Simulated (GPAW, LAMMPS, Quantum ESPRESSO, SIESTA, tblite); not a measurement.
# What went wrong? GPAW on amorphous carbon (150 atoms)

Program: GPAW 26.7.0, a calculation on a cell of 150 C, 11.5 Å³ an atom.

The input, run.py:

```python
import numpy as np
from ase.io import read
from gpaw import GPAW, FermiDirac

atoms = read("structure.xyz")
atoms.calc = GPAW(
    mode="lcao",
    basis="dzp",
    h=0.2,
    xc="PBE",
    kpts={"size": (1, 1, 1), "gamma": True},
    occupations=FermiDirac(0.05),
    maxiter=60,
    symmetry={"point_group": False},
    nbands=150,
    txt="gpaw.txt",
)
energy = atoms.get_potential_energy(force_consistent=True)
forces = atoms.get_forces()
print(f"energy {energy:.6f} eV")
print("forces (eV/A)")
for i, (a, f) in enumerate(zip(atoms, forces)):
    print(f"{i:4d} {a.symbol:2s} {f[0]:10.5f} {f[1]:10.5f} {f[2]:10.5f}")
print(f"Fermi level {atoms.calc.get_fermi_level():.4f} eV")
for k in range(len(atoms.calc.get_ibz_k_points())):
    for s in range(atoms.calc.get_number_of_spins()):
        e = atoms.calc.get_eigenvalues(kpt=k, spin=s)
        n = np.searchsorted(e, atoms.calc.get_fermi_level())
        print(f"k {k} spin {s} levels about the Fermi level:", np.round(e[max(n - 6, 0):n], 4).tolist(), "|", np.round(e[n:n + 6], 4).tolist())
```

The input, structure.xyz:

```xyz
150
Lattice="11.98460 0.00000 0.00000 0.00000 11.98460 0.00000 0.00000 0.00000 11.98460" Properties=species:S:1:pos:R:3 pbc="T T T"
C 10.01949 5.07488 0.89345
C 7.38875 3.51640 3.84694
C 7.27261 5.28065 9.30388
C 7.33577 3.07537 6.53137
C 11.51313 7.81815 3.64176
C 6.61838 9.43452 6.25692
C 5.74781 11.22621 0.07862
C 5.61622 6.00129 3.04097
C 2.75550 3.28330 8.91942
C 9.60458 2.72614 1.53702
[... 136 atom lines left out ...]
C 11.30328 4.91932 2.99495
C 3.58268 3.85245 10.01217
C 8.78471 10.07773 2.81470
C 10.79884 10.07174 9.98521
```

On the command line:

```
$ OMP_NUM_THREADS=1 python run.py > output.txt
```

Output:

```text
ValueError: Too few bands!  Electrons: 600.0, bands: 150
```

gpaw.txt:

```text
Input parameters:
  mode=LCAO(),
  basis={'default': 'dzp'},
  h=0.2,
  kpts=MonkhorstPack(size=(1, 1, 1), gamma=True),
  maxiter=60,
  nbands=150,
  occupations=Occupations(name='fermi-dirac', width=0.05, fixmagmom=False),
  symmetry=Symmetry(point_group=False),
  xc=XC(name='PBE')
timing:  # [seconds]
  Total: 0.079  # ━━━━━━━━━━━━━━━━━━━━━━━━━━━━━━━━━━━━━━━━━━━━━━━━━━━━━━━━━━━
  Init:  0.059  # ━━━━━━━━━━━━━━━━━━━━━━━━━━━━━━━━━━━━━━━━━━━━
```

The job ended after 1.2 s (1 thread of Arm Neoverse V2, shared host; peak memory 0.1 GiB).

Banners, paths, timers and routine set-up lines are dropped from the logs unmarked, and long logs keep their key lines alone; longer cuts are marked.

**Question.** Which part of the input is at fault, and how is it mended?

Too few bands: bands 150. Mend: ask for at least half as many bands as electrons, and some more for the smearing.

The program stopped at the start.

[Also dropped from logs without a mark: logging warnings of Python, and SIESTA's first energy breakdown and zero terms.]

[Logs are printed without paths, hosts, clocks, repeated set-up lines and the standing remarks that a program may print on its own settings, such as how far it seeks lower states.]

[Hosts, paths, dates, database ids (printed as entryN), source tags and the programs' standing remarks are cut or masked in the printed files.]
